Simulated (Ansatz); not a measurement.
# A vacancy of C at several sites of B-doped (8,8) carbon nanotube bundle (96 atoms), part 3 of 3

Aim: make a vacancy of C at several sites of B-doped (8,8) carbon nanotube bundle (96 atoms), relax each, and compare their energies.

Ansatz 0.2.0; Kohn-Sham DFT, PBE+D3(BJ), PAW (set soft_2), plane waves.

So far. Step 8 (Vacancy of C, site C75): The relaxation converged after 20 steps, 4.67 eV below its start, with a largest force component of 0.035 eV/Å.

**9. Vacancy of C, site C21**

The site has 3 bonded neighbours (B2C) at 1.47 Å on average. 

File input.yaml:

```yaml
crystal:
  lattice:
    - [14.15015, 0.0, 0.0]
    - [-7.07508, 12.25439, 0.0]
    - [0.0, 0.0, 7.38]
  atoms:
    [... atom lines 1 to 17 left out ...]
    - { symbol: C, position: [0.55989, 0.89, 0.00352] }
    - { symbol: C, position: [0.54615, 0.78253, 0.00453] }
    - { symbol: C, position: [0.54419, 0.73044, 0.17259] }
    - { symbol: B, position: [0.58256, 0.59186, 0.01137] }
    - { symbol: C, position: [0.67327, 0.55252, 0.33592] }
    - { symbol: C, position: [0.71887, 0.5369, 0.17581] }
    - { symbol: C, position: [0.82643, 0.54787, 0.17081] }
    [... atom lines 25 to 95 left out ...]
kpoints:
  mp_grid: { grid: [1, 1, 2] }
hamiltonian:
  xc: pbe
  dispersion: d3bj
scf:
  occupations: { method: gaussian, width: 0.05 }
output:
  forces: true
  eigenvalues: true
relax:
  f_tol: 0.05
  max_steps: 90
```

Launch:

```
$ ansatz run input.yaml --threads 4 --pin off --max-ram 15872MiB --backend cpu --events-out ev --progress --plain --runs-dir out
```

The program printed:

```text
[...]
Crystal: 95 atoms, lattice volume = 1279.703 Å³
Basis set: ecut = 420 eV, 24979 PW (Γ), exchange–correlation on 192×192×100 points (8 copies of the dense FFT grid, shifted against one another)
Bands: 277, of which v1, the nominal top of the filled ones, is band 182 counted from 1 (181 counted from 0)
Symmetry: 1 space group operations
[...]
k-points: 2
[...]
SCF iter   1: F=—  HF=-22207.606445 eV  |F-HF|=—  |Δ(HF+E_count)|=         —  Δρ=1.02e-2  dr2=4.17e0  ethr=1.77e-3  ⟨swp⟩=7.0  Hψ=2851  notcnv=0  defer=134
[...]
SCF iter   7: F=—  HF=-22206.976453 eV  |F-HF|=—  |Δ(HF+E_count)|=   1.07e-4  Δρ=1.09e-4  dr2=2.57e-4  ethr=3.58e-7  ⟨swp⟩=2.0  Hψ=674  notcnv=0  defer=175
SCF iter   8: F=-22206.976415 eV  HF=-22206.976440 eV  |F-HF|=2.49e-5  |Δ(HF+E_count)|=   1.27e-5  Δρ=4.64e-5  dr2=4.22e-5  ethr=1.72e-8  ⟨swp⟩=24.5  Hψ=4404  notcnv=0
SCF 1 converged in 8 iterations: F = -22206.976415 eV  dr2 = 4.22e-5
[...]
relax step   1: F+E_penalty+E_count = -22206.97641511 eV  Δ(F+E_penalty+E_count) = +0.000e0 eV  max|allowed force component| = 2.347e0 eV/Å  Δτ_max = 0.0000 Å  (8 SCF iters, dr2 threshold 6.25e-5 eV, accepted)
[...]
relax step   2: F+E_penalty+E_count = -22207.65397031 eV  Δ(F+E_penalty+E_count) = -6.776e-1 eV  max|allowed force component| = 1.258e0 eV/Å  Δτ_max = 0.1740 Å  (6 SCF iters, dr2 threshold 1.00e-4 eV, accepted)
[...]
relax step   3: F+E_penalty+E_count = -22208.01839706 eV  Δ(F+E_penalty+E_count) = -3.644e-1 eV  max|allowed force component| = 1.018e0 eV/Å  Δτ_max = 0.1923 Å  (6 SCF iters, dr2 threshold 9.89e-5 eV, accepted)
relax step   4: F+E_penalty+E_count = -22208.32502490 eV  Δ(F+E_penalty+E_count) = -3.066e-1 eV  max|allowed force component| = 1.187e0 eV/Å  Δτ_max = 0.1947 Å  (8 SCF iters, dr2 threshold 1.00e-4 eV, accepted)
relax step   5: F+E_penalty+E_count = -22208.51340101 eV  Δ(F+E_penalty+E_count) = -1.884e-1 eV  max|allowed force component| = 1.223e0 eV/Å  Δτ_max = 0.1948 Å  (8 SCF iters, dr2 threshold 1.00e-4 eV, accepted)
relax step   6: F+E_penalty+E_count = -22208.64617015 eV  Δ(F+E_penalty+E_count) = -1.328e-1 eV  max|allowed force component| = 1.040e0 eV/Å  Δτ_max = 0.2000 Å  (6 SCF iters, dr2 threshold 1.00e-4 eV, accepted)
relax step   7: F+E_penalty+E_count = -22208.66268965 eV  Δ(F+E_penalty+E_count) = -1.652e-2 eV  max|allowed force component| = 7.155e-1 eV/Å  Δτ_max = 0.2000 Å  (6 SCF iters, dr2 threshold 1.00e-4 eV, accepted)
relax step   8: F+E_penalty+E_count = -22208.73830026 eV  Δ(F+E_penalty+E_count) = -7.561e-2 eV  max|allowed force component| = 1.631e-1 eV/Å  Δτ_max = 0.1041 Å  (6 SCF iters, dr2 threshold 1.00e-4 eV, accepted)
relax step   9: F+E_penalty+E_count = -22208.74133016 eV  Δ(F+E_penalty+E_count) = -3.030e-3 eV  max|allowed force component| = 1.412e-1 eV/Å  Δτ_max = 0.0254 Å  (7 SCF iters, accepted)
relax step  10: F+E_penalty+E_count = -22208.74354856 eV  Δ(F+E_penalty+E_count) = -2.218e-3 eV  max|allowed force component| = 5.185e-2 eV/Å  Δτ_max = 0.0074 Å  (6 SCF iters, accepted)
[...]
relax step  11: F+E_penalty+E_count = -22208.74483937 eV  Δ(F+E_penalty+E_count) = -1.291e-3 eV  max|allowed force component| = 3.780e-2 eV/Å  Δτ_max = 0.0130 Å  (6 SCF iters, accepted)
SCF converged after 6 iterations
Free energy (F): -22208.744839 eV
[...]
Internal energy: -22208.740886 eV  (E = F + TS)
E sigma→0 (E₀):  -22208.742863 eV
Entropy (-TS):   -0.003953 eV (-0.042 meV/atom)
Fermi energy:    2.092803 eV
[...]
Σ components = -22208.744839   (vs F -22208.744839, Δ=0.00e0)
--- Forces (eV/Å), atoms counted from 1 ---
  atom   1  C     -0.00107395     0.00176113    -0.00118405
  atom   2  C     -0.00101186    -0.00366379     0.00246771
  atom   3  C      0.00199464    -0.00186313    -0.00486750
  atom   4  C      0.00323160    -0.00319243     0.00110158
[...]
atom  95  C     -0.00055246     0.00358875    -0.00313428
  max |Σ_I F_I| component: 1.88e-4 eV/Å
--- Band table (eV) ---
[...]
--- Relaxed structure (11 steps of the walk, 11 accepted, 0 SCFs on fresh bases) ---
  F+E_penalty+E_count = -22208.74483937 eV   max|allowed force component| = 3.780e-2 eV/Å
  atoms:
    - { symbol: C, position: [0.428965, 0.058469, 0.169119] }
    - { symbol: C, position: [0.445394, 0.113483, 1.003119] }
    - { symbol: C, position: [0.460405, 0.220861, 0.999425] }
    - { symbol: C, position: [0.455865, 0.268198, 0.164300] }
[...]
- { symbol: C, position: [0.366797, 0.937799, 0.843966] }
```

The job ended after 1.8 min (4 threads of Intel Xeon 6975P-C (Granite Rapids), shared host; peak memory 3.7 GiB).

The relaxation converged after 11 steps, 1.77 eV below its start, with a largest force component of 0.038 eV/Å.

Local excerpt of 11 atoms (numbers count through the whole input) about the place of the removed atom, after relaxation; x, y, z are measured from there.

```
atom      x      y      z  distance (Å)  bonds
 B21   0.39  -0.07  -0.74          0.84      2
 C20  -0.59   1.11  -0.21          1.27      3
 B53   0.83  -0.63   1.09          1.51      2
 C50  -0.99   1.65   1.03          2.19      3
 C52   0.15  -0.08   2.38          2.38      3
 C84   0.10   0.02  -2.43          2.43      3
 C19  -1.13   1.74  -1.37          2.48      3
 B86   2.10  -0.83  -1.06          2.50      2
 C51  -0.76   0.99   2.28          2.59      3
 C22   2.23  -1.16   1.31          2.83      3
 C83  -0.85   1.04  -2.56          2.89      3
```

The largest move is 0.74 Å, by B21.

**10. Vacancy of C, site C2**

The site has 3 bonded neighbours (C3) at 1.42 Å on average. 

Input and log are left out; they have the form of those shown for this kind of step.

Elapsed: 2.1 min, on 4 threads of Intel Xeon 6975P-C (Granite Rapids), shared host; peak memory 3.7 GiB; 8 min of CPU time.

The relaxation converged after 12 steps, 3.18 eV below its start, with a largest force component of 0.041 eV/Å.

**11. The sites compared**

All these cells hold the same atoms, so their energies can be compared with no chemical potential.

```
site  neighbours  mean distance (Å)  atoms within 6 Å  energy over the best site (eV)  before relaxation (eV)  gain on relaxing (eV)
 C14          C3               1.41                73                            0.00                    3.63                   6.35
 C33         B3C               1.59                71                            0.93                    0.61                   2.40
 C21         B2C               1.47                65                            0.96                    0.00                   1.77
 C75          C3               1.42                64                            1.27                    3.22                   4.67
 C25          C3               1.43                73                            2.64                    2.95                   3.03
  C2          C3               1.42                71                            3.33                    3.79                   3.18
```

**12. Findings**

The cheapest site is C14 (3 neighbours, C3); the dearest, C2 (3 neighbours, C3), costs 3.3 eV more. By coordination the energies over the best site are 0.00 to 3.33 eV with 3 neighbours and 0.93 eV with 4 neighbours. Sites with the same first shell differ by up to 3.33 eV, from their geometry, farther neighbours or both. Relaxation changes the order: the best site before relaxing was C21.

**Limits.** Defects are neutral and interact with their images. Only 6 of the 79 C sites were tried, so a cheaper one may exist. The change leaves an odd electron count, and these runs have no spin polarisation. The stress is far from hydrostatic: its diagonal is 0.2, 0.0, 13.1 GPa, compression counted positive. The pressure of 4.4 GPa means that a free cell would grow at this level. The electron count is odd and the run has no spin polarisation.

The DFT runs together took 18 min of wall time.

[Long decimals in the printed logs are rounded to 6 places.]

[Logs are printed without paths, hosts, clocks, repeated set-up lines and the standing remarks that a program may print on its own settings, such as how far it seeks lower states.]

[Hosts, paths, dates, database ids (printed as entryN), source tags and the programs' standing remarks are cut or masked in the printed files.]
